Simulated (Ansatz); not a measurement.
# 1T-PbBrI bilayer (like faces together) in a perpendicular field, part 2 of 3

What dipole does a perpendicular field induce in the 1T-PbBrI bilayer (like faces together), and does the gap follow? A positive field points along +c.

Ansatz 0.2.0; plane-wave DFT, PBE-D4, Ansatz PAW (set soft_1); PAW set soft_1.

So far. Step 2 (Relaxing the slab): The lattice constant a goes from 4.142 to 4.485 Å.

## (3) Single point, field 0

A sawtooth potential applies the field, turning back in the middle of the vacuum. With the dipole correction the typed value is the field outside the slab. The induced dipole is small, so the SCF threshold is tight.

The cell differs from the one that the last finished run ended in (c 47.376 → 27.986 Å).

Contents of input.yaml:

```yaml
crystal:
  lattice:
    - [4.4852746994, 0.0, 0.0]
    - [-2.2426373497, 3.8843618326, 0.0]
    - [0.0, 0.0, 27.9864934569]
  atoms:
    - { symbol: I, position: [0.6666666667, 0.3333333333, 0.3215836959] }
    - { symbol: Pb, position: [0.0, 0.0, 0.391182937] }
    - { symbol: Br, position: [0.3333333333, 0.6666666667, 0.4489608667] }
    - { symbol: I, position: [0.0, 0.0, 0.6784163041] }
    - { symbol: Pb, position: [0.3333333333, 0.6666666667, 0.6088454599] }
    - { symbol: Br, position: [0.6666666667, 0.3333333333, 0.5510701693] }
kpoints:
  mp_grid: { grid: [12, 12, 1] }
  band_path:
    path: [[0, 0, 0], [0.5, 0, 0], [0.33333333, 0.33333333, 0], [0, 0, 0]]
    npoints: 16
hamiltonian:
  xc: pbe
  dispersion: d4
  pseudopotentials: { kind: paw, azcp: { folder: soft_1 } }
scf:
  occupations: { method: fermi_dirac, width: 0.02585 }
  convergence: { dr2_threshold: 1.0e-10 }
efield:
  axis: 3
  dipole_correction: true
  ramp_position: 0.97
  ramp_width: 0.06
  amplitude: 0
output:
  dos: { projected: true, e_range: [-6, 5] }
  bader: true
  write_potential: true
  write_density: true
  volumetric_format: npy
  elf: true
```

Command:

```console
ansatz run input.yaml --threads 4 --pin off --max-ram 6144MiB --backend cpu --events-out ev --progress --plain --runs-dir out
```

Numbers of over 12 decimals in the logs are rounded to 6 here.

What it wrote:

```text
[...]
Crystal: 6 atoms, lattice volume = 487.593 Å³
Basis set: ecut = 420 eV, 9567 PW (Γ)
Bands: 46, of which v1, the nominal top of the filled ones, is band 38 counted from 1 (37 counted from 0)
Symmetry: 6 space group operations
[...]
k-points: 19 of 144 (time reversal used)
[...]
SCF iter   1: F=—  HF=-44417.021033 eV  |F-HF|=—  |Δ(HF+E_count)|=         —  Δρ=1.30e-2  dr2=2.29e0  ethr=3.06e-3  p=-0.000 e·Å  D=-2.71e-10 V/Å  ΔV_dip=0.00 eV  dr2_dipole=1.08e-5  V_vac-E_F(+/−)=5.16/5.16 eV  ⟨swp⟩=1.0  Hψ=5863  notcnv=0
efield: sawtooth ramp at fractional position 0.9700 (set: `efield.ramp_position`, or a place that a band, a saddle search or an elastic batch's reference lends), width 0.0600; the density the first Hamiltonian is built on has a dipole p = -0.000 e·Å; the dipole correction subtracts the counter field D = -2.71e-10 V/Å, which shifts the + side's vacuum level by +0.00 eV against the − side's; the planar-averaged density in the ramp window peaks in size at 2.5e-6 e/Å³
[...]
SCF iter   2: F=—  HF=-44416.402165 eV  |F-HF|=—  |Δ(HF+E_count)|=   6.19e-1  Δρ=5.08e-3  dr2=1.52e-1  ethr=3.02e-3  p=-0.003 e·Å  D=-1.05e-3 V/Å  ΔV_dip=0.03 eV  dr2_dipole=2.64e-6  V_vac-E_F(+/−)=5.32/5.29 eV  ⟨swp⟩=3.2  Hψ=1397  notcnv=0
[...]
SCF iter  13: F=-44416.402396 eV  HF=-44416.402396 eV  |F-HF|=2.91e-11  |Δ(HF+E_count)|=  2.91e-11  Δρ=4.69e-8  dr2=1.00e-11  ethr=1.00e-12  p=-0.004 e·Å  D=-1.63e-3 V/Å  ΔV_dip=0.05 eV  dr2_dipole=1.82e-14  V_vac-E_F(+/−)=5.15/5.11 eV  ⟨swp⟩=11.7  Hψ=2834  notcnv=0
SCF 1 converged in 13 iterations: F = -44416.402396 eV  dr2 = 1.00e-11
[...]
NSCF: frozen V_eff on 49 k-points
efield: sawtooth ramp at fractional position 0.9700 (kept from the solve that this one continues, or follows in the run), width 0.0600; the density the first Hamiltonian is built on has a dipole p = -0.004 e·Å; the dipole correction subtracts the counter field D = -1.63e-3 V/Å, which shifts the + side's vacuum level by +0.05 eV against the − side's; the planar-averaged density in the ramp window peaks in size at 2.4e-6 e/Å³
[...]
SCF converged after 13 iterations
Free energy (F): -44416.402396 eV
[...]
Internal energy: -44416.402396 eV  (E = F + TS)
E sigma→0 (E₀):  -44416.402396 eV
Fermi energy:    -0.063855 eV
Dipole field:    D = -0.001633 V/Å  (p = -0.004399 e·Å, saw-weighted, corrected)
Work function:   Φ+ = 5.1544 eV   Φ− = 5.1087 eV
Levels:          The Fermi level and band energies are counted from a zero that moves with the ramp; work functions are not
[...]
--- Band table (eV; the first three rows and the last of 19) ---
  k-point 0: bands = [... 34 lower, -1.8317, -1.7864, -1.7864, -1.5594, 1.2311, 1.3447, 2.4246, 2.4246, ... 4 higher]
  k-point 1: bands = [... 34 lower, -1.8567, -1.8105, -1.7206, -1.4768, 1.4202, 1.5378, 2.3725, 2.4207, ... 4 higher]
  k-point 2: bands = [... 34 lower, -1.9226, -1.8702, -1.5572, -1.4744, 1.6454, 1.8683, 2.4588, 2.5121, ... 4 higher]
  k-point 18: bands = [... 34 lower, -2.3071, -2.2147, -1.5794, -1.5061, 2.5506, 2.5567, 2.9583, 3.0043, ... 4 higher]
--- Bader charges: 6 sites ---
  site symbol  charge [e]  shift [e]
     0      I     -0.4663     0.0000
     1     Pb      1.0308     0.0000
     2     Br     -0.5639     0.0000
     3      I     -0.4662     0.0000
     4     Pb      1.0315     0.0000
     5     Br     -0.5658     0.0000
  estimated error of the sums over rays = 2.0e-4 e
```

Wall time 36 s (4 threads of Arm Neoverse V1, shared host); peak memory 1.2 GiB; 2.4 min of CPU time.

Reading the cycles: dr2 is the Hartree energy of the density residual (eV), the measure of convergence; HF is the Harris–Foulkes estimate of the energy, which meets the free energy F at convergence.

This step gave:

```
dipole along the normal            : -0.004399 e·Å
gap along the path                 : 2.674 eV
smallest direct gap along the path : 2.790 eV
step between the vacuum levels     : 0.04567 eV
ionisation energy, upper face      : 6.534 eV
electron affinity, upper face      : 3.859 eV
ionisation energy, lower face      : 6.488 eV
gap, the smaller of path and mesh  : 2.674 eV
```

Running mean over a fixed 2.8 Å (it still follows the layers) of the planar mean; the ramp of the sawtooth is left out. Table of electron's electrostatic potential energy less the Fermi level by z:

```csv
z (Å),electron's electrostatic potential energy less the Fermi level (eV)
4,5.11
5,5.11
6,5.06
7,4.19
8,1.10
9,-1.60
10,-4.05
11,-4.03
12,-3.74
13,-0.191
14,1.03
15,-0.196
16,-3.73
17,-3.98
18,-3.99
19,-1.52
20,1.19
21,4.26
22,5.11
23,5.15
24,5.15
```

The density of states has structure finer than the step of the table below, so its rows give means over 0.25 eV, whole bins alone (the curve runs from -6 to 3.29 eV). Peaks (eV: height): -4.130: 18.1, -2.360: 25.9, -2.250: 17.0, -2.140: 25.7, -1.400: 16.6, 2.990: 18.5, 3.210: 16.8.

Table of density of states by energy, zero at the Fermi level of the run, which the smearing sets inside the gap; means over each step:

energy (eV), density of states (states/eV a cell) and a bar:
```
    -4.50        0.0 
    -4.25        4.9 ##########
    -4.00        6.1 #############
    -3.75        5.6 ############
    -3.50        7.4 ###############
    -3.25       10.3 #####################
    -3.00        8.0 #################
    -2.75        4.4 #########
    -2.50        6.7 ##############
    -2.25       14.5 ##############################
    -2.00        9.6 ####################
    -1.75        6.3 #############
    -1.50       11.6 ########################
    -1.25        0.2 
    -1.00        0.0 
    -0.75        0.0 
    -0.50        0.0 
    -0.25        0.0 
     0.00        0.0 
     0.25        0.0 
     0.50        0.0 
     0.75        0.0 
     1.00        0.0 
     1.25        0.0 
     1.50        0.6 #
     1.75        2.0 ####
     2.00        3.8 ########
     2.25        4.9 ##########
     2.50        7.3 ###############
     2.75        6.5 #############
     3.00       12.2 #########################
```

Projected DOS per atom over height of the atomic layer and energy from the Fermi level. Layers: I Pb Br Br Pb I from below.

Values in states/eV, 22 rows by 6 columns, each cell a mean:
```
0.79 3.94 0.71 0.70 4.03 0.80
0.44 2.61 0.38 0.34 2.43 0.39
0.33 1.71 0.27 0.25 1.66 0.33
0.17 0.99 0.11 0.09 0.80 0.13
0.02 0.13 0.01 0.01 0.09 0.01
0.00 0.00 0.00 0.00 0.00 0.00
0.00 0.00 0.00 0.00 0.00 0.00
0.00 0.00 0.00 0.00 0.00 0.00
0.00 0.00 0.00 0.00 0.00 0.00
0.00 0.00 0.00 0.00 0.00 0.00
0.07 0.02 0.06 0.14 0.06 0.21
2.23 0.64 1.50 1.50 0.62 2.35
3.16 0.18 1.21 1.43 0.18 3.47
3.46 0.23 1.85 1.71 0.22 2.96
0.68 0.34 1.64 1.81 0.39 0.73
1.22 0.89 2.84 2.77 0.91 1.19
0.66 0.65 1.61 1.58 0.66 0.63
0.63 0.80 1.57 1.38 0.73 0.57
0.04 0.05 0.08 0.04 0.03 0.02
0.00 0.00 0.00 0.00 0.00 0.00
0.00 0.00 0.00 0.00 0.00 0.00
0.00 0.00 0.00 0.00 0.00 0.00
```
Columns: height of the atomic layer (Å) from 9 to 19.0 (not evenly spaced); rows upwards: energy from the Fermi level (eV) from -5.96 to 3.22.

The electronic bands at the labelled points (eV, zero at the Fermi level of the run, which the smearing sets inside the gap):

```csv
point,band 35,band 36,band 37,band 38,band 39,band 40,band 41,band 42
Γ,-1.77,-1.72,-1.72,-1.50,1.29,1.41,2.49,2.49
halfway,-1.94,-1.88,-1.59,-1.43,1.76,2.08,2.87,2.88
M,-2.10,-2.00,-1.91,-1.78,1.96,2.20,3.04,3.21
halfway,-2.27,-2.14,-1.62,-1.56,2.39,2.56,2.93,2.99
K,-2.24,-2.15,-1.52,-1.44,2.61,2.62,3.02,3.07
halfway,-2.19,-1.94,-1.50,-1.38,2.12,2.46,2.57,2.67
Γ,-1.77,-1.72,-1.72,-1.50,1.29,1.41,2.49,2.49
```

Valence density in the ca plane at fractional y = 0.000, with atoms of Pb and I within 0.2 Å of it. It is the smooth field of the valence electrons, not physical close to the nuclei.

Ten steps, logarithmic in the rise over the least value, from '0' (0 e/Å³) to '9' (13 e/Å³), each cell a mean:
```
47886410000000000000124799742100000000000000
35665310000000000000123566531000000000000000
23332110000000000000112333321000000000000000
11111111100000111111111122110000000000000000
10001111100001111111111110000000000000000000
10001112110001222222110000000000000000000000
10001111110001122111110000000000000000000000
11111111100001111111111111100000000000000000
12222111000000000000112222210000000000000000
24554210000000000000113455421000000000000000
46776310000000000000123688632100000000000000
57887410000000000000124899842100000000000000
```
Columns run along c (16.0 Å, from fractional 0.36 to 0.93 of the cell), rows up along a (4.5 Å). Atoms in or near the plane, at fractional coordinates: Pb at (0.39, 0.00), I at (0.68, 0.00).

Electrostatic potential energy in the ca plane at fractional y = 0.000, with atoms of Pb and I within 0.2 Å of it. With pseudopotentials it is smooth inside the atoms' cores, unlike the true potential.

Ten even steps from '0' (-39 eV) to '9' (5 eV), each cell a mean:
```
99999999999999998600000689999999999999971264
99999999999999999740004799999999999999984000
99999999999999999876557899999999999999998656
99999999999999999988888999999999999988999989
99999999999999989999999999999999999888899999
99999999999999888999999999999999998888889999
99999999999999889999999999999999999888889999
99999999999999999999899999999999999988899999
99999999999999999987778999999999999999998878
99999999999999999862126899999999999999986312
99999999999999998720002789999999999999972131
99999999999999998500000589999999999999960486
```
Columns run along c (16.0 Å, from fractional 0.13 to 0.71 of the cell; values clipped at the 3rd and 97th percentile), rows up along a (4.5 Å). Atoms in or near the plane, at fractional coordinates: Pb at (0.39, 0.00), I at (0.68, 0.00).

ELF in the ca plane at fractional y = 0.000, with atoms of Pb and I within 0.2 Å of it. It is the smooth field of the valence electrons, not physical close to the nuclei.

Ten even steps from '0' (0.00) to '9' (0.76), each cell a mean:
```
00000000000000000000025510255200000000000038
00000000000000000011113554553100000000000026
00000000000000001344322355432121000122210013
00000000000000024678763222223454100256421111
00000000000000136899986211136887200478632222
00000000000000247999997310158997301589742233
00000000000000247899997310147997301488742232
00000000000000135789974211124675200367531222
00000000000000012466542234322233100134311112
00000000000000000122213455542110000011100014
00000000000000000000024532364200000000000037
00000000000000000000025410155300000000000148
```
Columns run along c (16.0 Å, from fractional 0.07 to 0.64 of the cell), rows up along a (4.5 Å). Atoms in or near the plane, at fractional coordinates: Pb at (0.39, 0.00).

The gap is 2.67 eV, with the valence edge 6.53 eV and the conduction edge 3.86 eV under the upper vacuum level. Spin-orbit coupling, left out in this run, matters for the bands of elements this heavy.

## (4) Atoms held, field 0.1 V/Å

input.yaml, as its differences from that of step 3:

```diff
@@ -27,8 +27,6 @@
   dipole_correction: true
-  ramp_position: 0.97
-  ramp_width: 0.06
-  amplitude: 0
+  ramp_position: 0.9675
+  ramp_width: 0.065
+  amplitude: 0.1
 output:
-  dos: { projected: true, e_range: [-6, 5] }
-  bader: true
   write_potential: true
@@ -36,2 +34 @@
   volumetric_format: npy
-  elf: true
```

What it wrote:

```text
[...]
Crystal: 6 atoms, lattice volume = 487.593 Å³
Basis set: ecut = 420 eV, 9567 PW (Γ)
Bands: 46, of which v1, the nominal top of the filled ones, is band 38 counted from 1 (37 counted from 0)
Symmetry: 6 space group operations
[...]
k-points: 19 of 144 (time reversal used)
[...]
k-point 0: bands = [... 34 lower, -1.9256, -1.6932, -1.6932, -1.5378, 1.1715, 1.4027, 2.3557, 2.3557, ... 4 higher]
  k-point 1: bands = [... 34 lower, -1.9495, -1.7536, -1.7184, -1.4398, 1.3631, 1.5929, 2.2979, 2.4188, ... 4 higher]
  k-point 2: bands = [... 34 lower, -2.0111, -1.7822, -1.6261, -1.4051, 1.6096, 1.9011, 2.3867, 2.5736, ... 4 higher]
  k-point 18: bands = [... 34 lower, -2.2316, -2.2247, -1.6528, -1.4331, 2.4784, 2.5984, 2.9540, 3.0338, ... 4 higher]
[key lines of the parts left out:]
SCF converged after 13 iterations
Free energy (F): -44416.406948 eV
Fermi energy:    -0.063786 eV
Dipole field:    D = 0.035418 V/Å  (p = 0.095438 e·Å, saw-weighted, corrected)
```

Wall time 29 s (4 threads); peak memory 1.1 GiB; 1.9 min of CPU time.

The dipole is 0.0954 e·Å, 0.0998 e·Å from its value without field, and the gap 2.552 eV.

## (5) Atoms held, field -0.1 V/Å

input.yaml, as its differences from that of step 4:

```diff
@@ -29,3 +29,3 @@
   ramp_width: 0.065
-  amplitude: 0.1
+  amplitude: -0.1
 output:
```

What it wrote:

```text
[...]
Crystal: 6 atoms, lattice volume = 487.593 Å³
Basis set: ecut = 420 eV, 9567 PW (Γ)
Bands: 46, of which v1, the nominal top of the filled ones, is band 38 counted from 1 (37 counted from 0)
Symmetry: 6 space group operations
[...]
k-points: 19 of 144 (time reversal used)
[...]
k-point 0: bands = [... 34 lower, -1.8805, -1.7384, -1.7384, -1.5594, 1.2182, 1.3575, 2.3992, 2.3992, ... 4 higher]
  k-point 1: bands = [... 34 lower, -1.9045, -1.7635, -1.7196, -1.4722, 1.4079, 1.5499, 2.3362, 2.4561, ... 4 higher]
  k-point 2: bands = [... 34 lower, -1.9664, -1.8270, -1.5755, -1.4546, 1.6383, 1.8741, 2.4224, 2.5485, ... 4 higher]
  k-point 18: bands = [... 34 lower, -2.3915, -2.1668, -1.5781, -1.5047, 2.4882, 2.6338, 2.8799, 3.0674, ... 4 higher]
[key lines of the parts left out:]
SCF converged after 13 iterations
Free energy (F): -44416.407828 eV
Fermi energy:    -0.061613 eV
Dipole field:    D = -0.038685 V/Å  (p = -0.104240 e·Å, saw-weighted, corrected)
```

Elapsed: 29 s, on 4 threads; peak memory 1.1 GiB; 1.9 min of CPU time.

The dipole is -0.104 e·Å, -0.0998 e·Å from its value without field, and the gap 2.640 eV.

## (6) Atoms held, field 0.5 V/Å

input.yaml, as its differences from that of step 5:

```diff
@@ -27,5 +27,5 @@
   dipole_correction: true
-  ramp_position: 0.9675
-  ramp_width: 0.065
-  amplitude: -0.1
+  ramp_position: 0.9091
+  ramp_width: 0.1818
+  amplitude: 0.5
 output:
```

What it wrote:

```text
[...]
Crystal: 6 atoms, lattice volume = 487.593 Å³
Basis set: ecut = 420 eV, 9567 PW (Γ)
Bands: 46, of which v1, the nominal top of the filled ones, is band 38 counted from 1 (37 counted from 0)
Symmetry: 6 space group operations
[...]
k-points: 19 of 144 (time reversal used)
[...]
k-point 0: bands = [... 34 lower, -1.9251, -1.3295, -1.3295, -1.3158, 0.8624, 1.6886, 2.0450, 2.0450, ... 4 higher]
  k-point 1: bands = [... 34 lower, -1.9053, -1.6117, -1.3570, -1.1615, 1.0583, 1.8448, 2.0008, 2.1084, ... 4 higher]
  k-point 2: bands = [... 34 lower, -2.0008, -1.8311, -1.4273, -1.0910, 1.3366, 1.9827, 2.2141, 2.2633, ... 4 higher]
  k-point 18: bands = [... 34 lower, -2.0531, -2.0518, -1.7976, -1.1401, 2.1570, 2.4840, 2.9151, 3.0399, ... 4 higher]
[key lines of the parts left out:]
SCF converged after 14 iterations
Free energy (F): -44416.525070 eV
Fermi energy:    -0.064608 eV
Dipole field:    D = 0.183856 V/Å  (p = 0.495421 e·Å, saw-weighted, corrected)
```

Wall time 31 s (4 threads); peak memory 1.1 GiB.

The dipole is 0.495 e·Å, 0.500 e·Å from its value without field, and the gap 1.927 eV.

## (7) Atoms held, field -0.3 V/Å

input.yaml, as its differences from that of step 6:

```diff
@@ -27,6 +27,8 @@
   dipole_correction: true
-  ramp_position: 0.9091
-  ramp_width: 0.1818
-  amplitude: 0.5
+  ramp_position: 0.9649
+  ramp_width: 0.0702
+  amplitude: -0.3
 output:
+  dos: { projected: true, e_range: [-6, 5] }
+  bader: true
   write_potential: true
@@ -34 +36,2 @@
   volumetric_format: npy
+  elf: true
```

What it wrote:

```text
[...]
Crystal: 6 atoms, lattice volume = 487.593 Å³
Basis set: ecut = 420 eV, 9567 PW (Γ)
Bands: 46, of which v1, the nominal top of the filled ones, is band 38 counted from 1 (37 counted from 0)
Symmetry: 6 space group operations
[...]
k-points: 19 of 144 (time reversal used)
[...]
k-point 18: bands = [... 34 lower, -2.3324, -2.0284, -1.7149, -1.3547, 2.3444, 2.7192, 2.7836, 3.1303, ... 4 higher]
--- Bader charges: 6 sites ---
  site symbol  charge [e]  shift [e]
     0      I     -0.4463     0.0000
     1     Pb      1.0276     0.0000
     2     Br     -0.5747     0.0000
     3      I     -0.4859     0.0000
     4     Pb      1.0341     0.0000
     5     Br     -0.5548     0.0000
  estimated error of the sums over rays = 2.1e-4 e
[key lines of the parts left out:]
SCF converged after 13 iterations
Free energy (F): -44416.448655 eV
Fermi energy:    -0.059353 eV
Dipole field:    D = -0.112840 V/Å  (p = -0.304060 e·Å, saw-weighted, corrected)
```

The job ended after 37 s (4 threads; peak memory 1.2 GiB; 2.4 min of CPU time).

The dipole is -0.304 e·Å, -0.300 e·Å from its value without field, and the gap 2.349 eV.

(Part 2 of 3 ends here.)

[Logs are printed without paths, hosts, clocks, repeated set-up lines and the standing remarks that a program may print on its own settings, such as how far it seeks lower states.]

[Hosts, paths, dates, database ids (printed as entryN), source tags and the programs' standing remarks are cut or masked in the printed files.]

[Maps of the electrostatic potential energy from Ansatz leave out the sawtooth potential of an applied field or a dipole correction, so their vacuum need not be flat; planar profiles and work functions include it.]

[The density of states shown here was stored with 400 of the rows of the run's finer table, so its peaks can read low, often by over a quarter, or be missed, and its means over a window can be off by a tenth or more.]
